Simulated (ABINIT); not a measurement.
**CsH (Fm-3m): G0W0 in ABINIT against the screening cutoff in the self-energy**

Wanted: the cheapest screening cutoff in the self-energy that holds the gap of CsH (Fm-3m).

Calculated with ABINIT 10.8.3; LDA and many-body steps on it, plane waves.

The database entry behind the starting cell differs from later determinations by our own check (0.1 to 0.3 % short, probably kX units), so it need not match the best structure at ambient conditions.

### 1. The starting structure

It takes space group Fm-3m (No. 225, cubic). Conventional cell: a = 6.376 Å, b = 6.376 Å, c = 6.376 Å, α = 90.00°, β = 90.00°, γ = 90.00°. Nearest to Cs lie 6 H at 3.19 Å. Nearest to H lie 6 Cs at 3.19 Å. Farther neighbours are not listed.

Structure file:

```cif
data_structure
_symmetry_space_group_name_H-M 'P 1'
_symmetry_Int_Tables_number 1
_cell_length_a 4.5085
_cell_length_b 4.5085
_cell_length_c 4.5085
_cell_angle_alpha 60.000
_cell_angle_beta 60.000
_cell_angle_gamma 60.000
_cell_volume 64.80
loop_
_atom_site_label
_atom_site_type_symbol
_atom_site_fract_x
_atom_site_fract_y
_atom_site_fract_z
_atom_site_occupancy
Cs1 Cs 0.00000 0.00000 0.00000 1
H2 H 0.50000 0.50000 0.50000 1
```

The cell and positions come from the Crystallography Open Database and are kept as given unless a step says otherwise. Spin-orbit coupling is left out unless a step names it.

### 2. Screening, 4×4×4 mesh, 110 bands, screening to 176.9 eV

This step: ABINIT 10.8.3; RPA screening on LDA, plane waves, norm-conserving pseudopotentials.

The RPA dielectric matrix is built and inverted for each q.

Contents of run.abi:

```
acell 3*1.0 Angstrom
rprim 
  -0.000000000000 3.188000000000 3.188000000000
  3.188000000000 -0.000000000000 3.188000000000
  3.188000000000 3.188000000000 -0.000000000000
ntypat 2
znucl 55 1
natom 2
typat 1 2
xred 
  0.000000000000 0.000000000000 0.000000000000
  0.500000000000 0.500000000000 0.500000000000
pp_dirpath "pseudos"
pseudos "Cs.upf, H.upf"
ecut 31
ngkpt 4 4 4
nshiftk 1
shiftk 0 0 0
kptopt 1
chksymbreak 0
istwfk *1
occopt 1
irdwfk 1
optdriver 3
nband 110
ecuteps 6.5
inclvkb 2
awtr 1
symchi 1
indata_prefix "in"
outdata_prefix "out"
tmpdata_prefix "tmp"
```

Launch:

```console
$ OMP_NUM_THREADS=1 mpirun -n 4 abinit run.abi > log
```

The program printed:

```text
.Version 10.8.3 of ABINIT. v10.8.2 released Aug 2026.

 Symmetries : space group Fm -3 m (#225); Bravais cF (face-center cubic)
[... echo of the input left out ...]
== DATASET  1 ==================================================================
-   mpi_nproc: 4, omp_nthreads: 1 (-1 if OMP is not activated)

--- !DatasetInfo
iteration_state: {dtset: 1, }
dimensions: {natom: 2, nkpt: 8, mband: 110, nsppol: 1, nspinor: 1, nspden: 1, mpw: 3647, }
cutoff_energies: {ecut:  31.0, pawecutdg:  -1.0, }
electrons: {nelect:   1.00000000E+01, charge:   0.00000000E+00, occopt:   1.00000000E+00, tsmear:   1.00000000E-02, }

 SCREENING: Calculation of the susceptibility and dielectric matrices

 Based on a program developped by R.W. Godby, V. Olevano, G. Onida, and L. Reining.
 Incorporated in ABINIT by V. Olevano, G.-M. Rignanese, and M. Torrent.
.Using double precision arithmetic ; gwpc =  8

[... cell and pseudopotentials left out ...]
--------------------------------------------------------------------------------

 ==== K-mesh for the wavefunctions ====
 Number of points in the irreducible wedge :     8
[... list of points left out ...]
 Together with 48 symmetry operations and time-reversal symmetry
 yields    64 points in the full Brillouin Zone.

 ==== Q-mesh for the screening function ====
 Number of points in the irreducible wedge :     8
[... list of points left out ...]
 Together with 48 symmetry operations and time-reversal symmetry
 yields    64 points in the full Brillouin Zone.

 setmesh: FFT mesh size selected  =    32x   32x   32
          total number of points  =        32768

 vcoul_init : cutoff-mode = AUXILIARY_FUNCTION
 q-points for optical limit:   1
     1)      0.000010    0.000020    0.000030

- screening: taking advantage of time-reversal symmetry
- Maximum band index for partially occupied states nbvw = 5
- Remaining bands to be divided among processors   nbcw = 105
- Number of bands treated by each node ~26

 Number of electrons calculated from density =   10.0000; Expected =   10.0000
 average of density, n =  0.022867
 r_s =    2.1856
 omega_plasma =   14.5870 [eV]

 calculating chi0 at frequencies [eV] :
  1    0.000000E+00    0.000000E+00
  2    0.000000E+00    1.458696E+01

--------------------------------------------------------------------------------
  q-point number  1        q = ( 0.000000, 0.000000, 0.000000) [r.l.u.]
--------------------------------------------------------------------------------
[... chi0 elements left out ...]
 For q-point:  0.000010 0.000020 0.000030
  dielectric constant =   3.2452
  dielectric constant without local fields =   3.7605

  Average fulfillment of the sum rule on Im[epsilon] for q-point    1 :     91.24  [%]
[... wings left out ...]
  q-point number  2        q = ( 0.250000, 0.000000, 0.000000) [r.l.u.]
--------------------------------------------------------------------------------
[... chi0 elements left out ...]
  Average fulfillment of the sum rule on Im[epsilon] for q-point    2 :    102.38  [%]

 [... 6 further q-points ...]
```

The job ended after 17 s (4 MPI ranks of Arm Neoverse V2, shared host; peak memory 0.97 GiB).

This step gave:

| Property | Result |
| --- | --- |
| ε∞ with local fields, on this mesh, along the program's q direction | 3.245 |
| the same without local fields | 3.760 |
| plasma frequency | 14.59 eV |
| plane waves in the screening matrix | 331 |

Local fields lower ε∞ by 14 %.

### 3. 0.7 Ha

This step: G0W0 on LDA, plane waves, norm-conserving pseudopotentials.

Changes to run.abi since step 2:

```diff
@@ -23,8 +23,17 @@
 irdwfk 1
-optdriver 3
+optdriver 4
 nband 110
-ecuteps 6.5
-inclvkb 2
-awtr 1
-symchi 1
+gwcalctyp 0
+ecutsigx 31
+symsigma 1
+nkptgw 2
+kptgw 
+  0.5000000000 0.0000000000 0.0000000000
+  0.0000000000 0.0000000000 0.0000000000
+bdgw 
+  3 8
+  2 8
+ecuteps 0.7
+irdscr 1
+ppmodel 1
 indata_prefix "in"
```

The program printed:

```text
.Version 10.8.3 of ABINIT. v10.8.2 released Aug 2026.

 Symmetries : space group Fm -3 m (#225); Bravais cF (face-center cubic)
[... echo of the input left out ...]
== DATASET  1 ==================================================================
-   mpi_nproc: 4, omp_nthreads: 1 (-1 if OMP is not activated)

--- !DatasetInfo
iteration_state: {dtset: 1, }
dimensions: {natom: 2, nkpt: 8, mband: 110, nsppol: 1, nspinor: 1, nspden: 1, mpw: 3647, }
cutoff_energies: {ecut:  31.0, pawecutdg:  -1.0, }
electrons: {nelect:   1.00000000E+01, charge:   0.00000000E+00, occopt:   1.00000000E+00, tsmear:   1.00000000E-02, }

 SIGMA: Calculation of the GW corrections

 Based on a program developped by R.W. Godby, V. Olevano, G. Onida, and L. Reining.
 Incorporated in ABINIT by V. Olevano, G.-M. Rignanese, and M. Torrent.
.Using double precision arithmetic ; gwpc =  8

[... cell and pseudopotentials left out ...]
--------------------------------------------------------------------------------

 ==== K-mesh for the wavefunctions ====
 Number of points in the irreducible wedge :     8
[... list of points left out ...]
 Together with 48 symmetry operations and time-reversal symmetry
 yields    64 points in the full Brillouin Zone.

 ==== Q-mesh for screening function ====
 Number of points in the irreducible wedge :     8
[... list of points left out ...]
 Together with 48 symmetry operations and time-reversal symmetry
 yields    64 points in the full Brillouin Zone.

 vcoul_init : cutoff-mode = AUXILIARY_FUNCTION
 q-points for optical limit:   1
     1)      0.000010    0.000020    0.000030
 setmesh: FFT mesh size selected  =    45x   45x   45
          total number of points  =        91125

 Number of electrons calculated from density =   10.0000; Expected =   10.0000
 average of density, n =  0.022867
 r_s =    2.1856
 omega_plasma =   14.5870 [eV]

 === KS Band Gaps ===
  >>>> For spin  1
   Minimum direct gap =   1.9563 [eV], located at k-point      :   0.5000  0.0000  0.0000
   Fundamental gap    =   1.9563 [eV], Top of valence bands at :   0.5000  0.0000  0.0000
                                       Bottom of conduction at :   0.5000  0.0000  0.0000
 SIGMA fundamental parameters:
 PLASMON POLE MODEL  1
 number of plane-waves for SigmaX                 3647
 number of plane-waves for SigmaC and W             15
 number of plane-waves for wavefunctions          3647
 number of bands                                   110
 number of independent spin polarizations            1
 number of spinorial components                      1
 number of k-points in IBZ                           8
 number of q-points in IBZ                           8
 number of symmetry operations                      48
 number of k-points in BZ                           64
 number of q-points in BZ                           64
 number of frequencies for dSigma/dE                 9
 frequency step for dSigma/dE [eV]                0.25
 number of omega for Sigma on real axis              0
 max omega for Sigma on real axis  [eV]           0.00
 zcut for avoiding poles [eV]                     0.10

 EPSILON^-1 parameters (SCR file):
 dimension of the eps^-1 matrix on file            331
 dimension of the eps^-1 matrix used                15
 number of plane-waves for wavefunctions          3647
 number of bands                                   110
 number of q-points in IBZ                           8
 number of frequencies                               2
 number of real frequencies                          1
 number of imag frequencies                          1

 matrix elements of self-energy operator (all in [eV])

 Perturbative Calculation

--- !SelfEnergy_ee
iteration_state: {dtset: 1, }
kpoint     : [   0.500,    0.000,    0.000, ]
spin       : 1
KS_gap     :    1.956
QP_gap     :    3.913
Delta_QP_KS:    1.957
data: !SigmaeeData |
     Band     E0 <VxcDFT>   SigX SigC(E0)      Z dSigC/dE  Sig(E)    E-E0       E
        3  -6.239 -12.949 -17.428   2.595   0.808  -0.238 -14.471  -1.522  -7.762
        4  -6.239 -12.949 -17.428   2.595   0.808  -0.238 -14.471  -1.522  -7.762
        5   1.748 -10.145 -13.340   1.842   0.811  -0.233 -11.243  -1.098   0.650
        6   3.704  -6.808  -2.820  -2.958   0.834  -0.199  -5.949   0.859   4.563
        7   6.327  -8.086  -3.583  -3.036   0.828  -0.207  -6.871   1.216   7.543
        8   6.327  -8.086  -3.583  -3.036   0.828  -0.207  -6.871   1.216   7.543

--- !SelfEnergy_ee
iteration_state: {dtset: 1, }
kpoint     : [   0.000,    0.000,    0.000, ]
spin       : 1
KS_gap     :    6.878
QP_gap     :    9.341
Delta_QP_KS:    2.462
data: !SigmaeeData |
     Band     E0 <VxcDFT>   SigX SigC(E0)      Z dSigC/dE  Sig(E)    E-E0       E
[...]
6   6.764  -8.085  -3.323  -3.246   0.824  -0.214  -6.837   1.248   8.013
        7   6.764  -8.085  -3.323  -3.246   0.824  -0.214  -6.837   1.248   8.013
        8   6.764  -8.085  -3.323  -3.246   0.824  -0.214  -6.837   1.248   8.013

== END DATASET(S) ==============================================================
================================================================================

 -outvars: echo values of variables after computation  --------
           etotal      0.0000000000E+00
            nband         110
             nkpt           8
          spgroup         225
 [... the other variables as echoed above ...]

 Calculation completed.
```

It took 2.9 s on 4 MPI ranks; peak memory 0.19 GiB; 11 s of CPU time.

Numbers from this step:

```yaml
g0w0_gap_on_the_points_computed: 3.913 eV
starting_gap_on_the_mesh: 1.956 eV
k_of_the_valence_top: 0.5, 0, 0
k_of_the_conduction_bottom: 0.5, 0, 0
z_at_the_valence_top: 0.811
z_at_the_conduction_bottom: 0.834
least_direct_g0w0_gap_on_the_computed_points: 3.913 eV
```

### 4. 1.3 Ha

Changes to run.abi since step 3:

```diff
@@ -35,3 +35,3 @@
   2 8
-ecuteps 0.7
+ecuteps 1.3
 irdscr 1
```

The program printed:

```text
.Version 10.8.3 of ABINIT. v10.8.2 released Aug 2026.

 Symmetries : space group Fm -3 m (#225); Bravais cF (face-center cubic)
[... echo of the input left out ...]
== DATASET  1 ==================================================================
-   mpi_nproc: 4, omp_nthreads: 1 (-1 if OMP is not activated)

--- !DatasetInfo
iteration_state: {dtset: 1, }
dimensions: {natom: 2, nkpt: 8, mband: 110, nsppol: 1, nspinor: 1, nspden: 1, mpw: 3647, }
cutoff_energies: {ecut:  31.0, pawecutdg:  -1.0, }
electrons: {nelect:   1.00000000E+01, charge:   0.00000000E+00, occopt:   1.00000000E+00, tsmear:   1.00000000E-02, }

 SIGMA: Calculation of the GW corrections

 Based on a program developped by R.W. Godby, V. Olevano, G. Onida, and L. Reining.
 Incorporated in ABINIT by V. Olevano, G.-M. Rignanese, and M. Torrent.
.Using double precision arithmetic ; gwpc =  8

[... cell and pseudopotentials left out ...]
--------------------------------------------------------------------------------

 ==== K-mesh for the wavefunctions ====
 Number of points in the irreducible wedge :     8
[... list of points left out ...]
 Together with 48 symmetry operations and time-reversal symmetry
 yields    64 points in the full Brillouin Zone.

 ==== Q-mesh for screening function ====
 Number of points in the irreducible wedge :     8
[... list of points left out ...]
 Together with 48 symmetry operations and time-reversal symmetry
 yields    64 points in the full Brillouin Zone.

 vcoul_init : cutoff-mode = AUXILIARY_FUNCTION
 q-points for optical limit:   1
     1)      0.000010    0.000020    0.000030
 setmesh: FFT mesh size selected  =    45x   45x   45
          total number of points  =        91125

 Number of electrons calculated from density =   10.0000; Expected =   10.0000
[...]
number of omega for Sigma on real axis              0
 max omega for Sigma on real axis  [eV]           0.00
 zcut for avoiding poles [eV]                     0.10

 EPSILON^-1 parameters (SCR file):
 dimension of the eps^-1 matrix on file            331
 dimension of the eps^-1 matrix used                27
 number of plane-waves for wavefunctions          3647
 number of bands                                   110
 number of q-points in IBZ                           8
 number of frequencies                               2
 number of real frequencies                          1
 number of imag frequencies                          1

 matrix elements of self-energy operator (all in [eV])

 Perturbative Calculation

--- !SelfEnergy_ee
iteration_state: {dtset: 1, }
kpoint     : [   0.500,    0.000,    0.000, ]
spin       : 1
KS_gap     :    1.956
QP_gap     :    3.922
Delta_QP_KS:    1.966
data: !SigmaeeData |
     Band     E0 <VxcDFT>   SigX SigC(E0)      Z dSigC/dE  Sig(E)    E-E0       E
        3  -6.239 -12.949 -17.428   2.551   0.801  -0.249 -14.492  -1.544  -7.783
        4  -6.239 -12.949 -17.428   2.551   0.801  -0.249 -14.492  -1.544  -7.783
        5   1.748 -10.145 -13.340   1.741   0.800  -0.250 -11.308  -1.163   0.584
[...]
--- !SelfEnergy_ee
iteration_state: {dtset: 1, }
kpoint     : [   0.000,    0.000,    0.000, ]
spin       : 1
KS_gap     :    6.878
QP_gap     :    9.321
Delta_QP_KS:    2.443
data: !SigmaeeData |
     Band     E0 <VxcDFT>   SigX SigC(E0)      Z dSigC/dE  Sig(E)    E-E0       E
[...]
7   6.764  -8.085  -3.323  -3.336   0.820  -0.219  -6.915   1.170   7.934
        8   6.764  -8.085  -3.323  -3.336   0.820  -0.219  -6.915   1.170   7.934

== END DATASET(S) ==============================================================
================================================================================

 -outvars: echo values of variables after computation  --------
           etotal      0.0000000000E+00
            nband         110
             nkpt           8
          spgroup         225
 [... the other variables as echoed above ...]

 Calculation completed.
```

Wall time 3 s (4 MPI ranks); peak memory 0.19 GiB.

This step gave:

| Property | Result |
| --- | --- |
| G0W0 gap on the points computed | 3.923 eV |
| starting gap on the mesh | 1.956 eV |
| k of the valence top | 0.5, 0, 0 |
| k of the conduction bottom | 0.5, 0, 0 |
| Z at the valence top | 0.8 |
| Z at the conduction bottom | 0.832 |
| least direct G0W0 gap on the computed points | 3.923 eV |

### 5. 2.3 Ha

The self-energy is evaluated for the states that the input lists, and the levels follow from it, in one-shot runs by the linearised quasiparticle equation.

Changes to run.abi since step 4:

```diff
@@ -35,3 +35,3 @@
   2 8
-ecuteps 1.3
+ecuteps 2.3
 irdscr 1
```

The program printed:

```text
.Version 10.8.3 of ABINIT. v10.8.2 released Aug 2026.

 Symmetries : space group Fm -3 m (#225); Bravais cF (face-center cubic)
[... echo of the input left out ...]
== DATASET  1 ==================================================================
-   mpi_nproc: 4, omp_nthreads: 1 (-1 if OMP is not activated)

--- !DatasetInfo
iteration_state: {dtset: 1, }
dimensions: {natom: 2, nkpt: 8, mband: 110, nsppol: 1, nspinor: 1, nspden: 1, mpw: 3647, }
cutoff_energies: {ecut:  31.0, pawecutdg:  -1.0, }
[...]
Band     E0 <VxcDFT>   SigX SigC(E0)      Z dSigC/dE  Sig(E)    E-E0       E
[...]
7   6.764  -8.085  -3.323  -3.441   0.817  -0.224  -7.007   1.078   7.843
        8   6.764  -8.085  -3.323  -3.441   0.817  -0.224  -7.007   1.078   7.843

== END DATASET(S) ==============================================================
================================================================================

 -outvars: echo values of variables after computation  --------
           etotal      0.0000000000E+00
            nband         110
             nkpt           8
          spgroup         225
 [... the other variables as echoed above ...]

 Calculation completed.
```

Wall time 3.8 s (4 MPI ranks); peak memory 0.64 GiB.

Numbers from this step:

* G0W0 gap on the points computed: 4.003 eV
* starting gap on the mesh: 1.956 eV
* k of the valence top: 0.5, 0, 0
* k of the conduction bottom: 0.5, 0, 0
* least direct G0W0 gap on the computed points: 4.003 eV

The gap on the mesh goes from 1.96 eV to 4.00 eV, a correction of +2.05 eV.

[end of part 1 of 2]

[Paths, hosts, dates, memory and timing lines, banners, echoed tables and standing remarks are left out of the program output.]

[Logs are printed without paths, hosts, clocks, repeated set-up lines and the standing remarks that a program may print on its own settings, such as how far it seeks lower states.]

[Runs of the session that timed out or met a known fault of the program may be left out.]

[No measured gap is set beside runs whose start may be inverted or whose files or cutoffs have a known fault.]

[Hosts, paths, dates, database ids (printed as entryN), source tags and the programs' standing remarks are cut or masked in the printed files.]

[G0W0 gaps are taken among the corrected bands and points alone; a level outside them can change the order at an edge.]

[Where Ansatz stands beside ABINIT at settings called matched, ABINIT's density can come from a denser mesh and the files from another edition; pairs whose starting gaps differed by over 0.03 eV were left out, so agreement reads better than it is.]
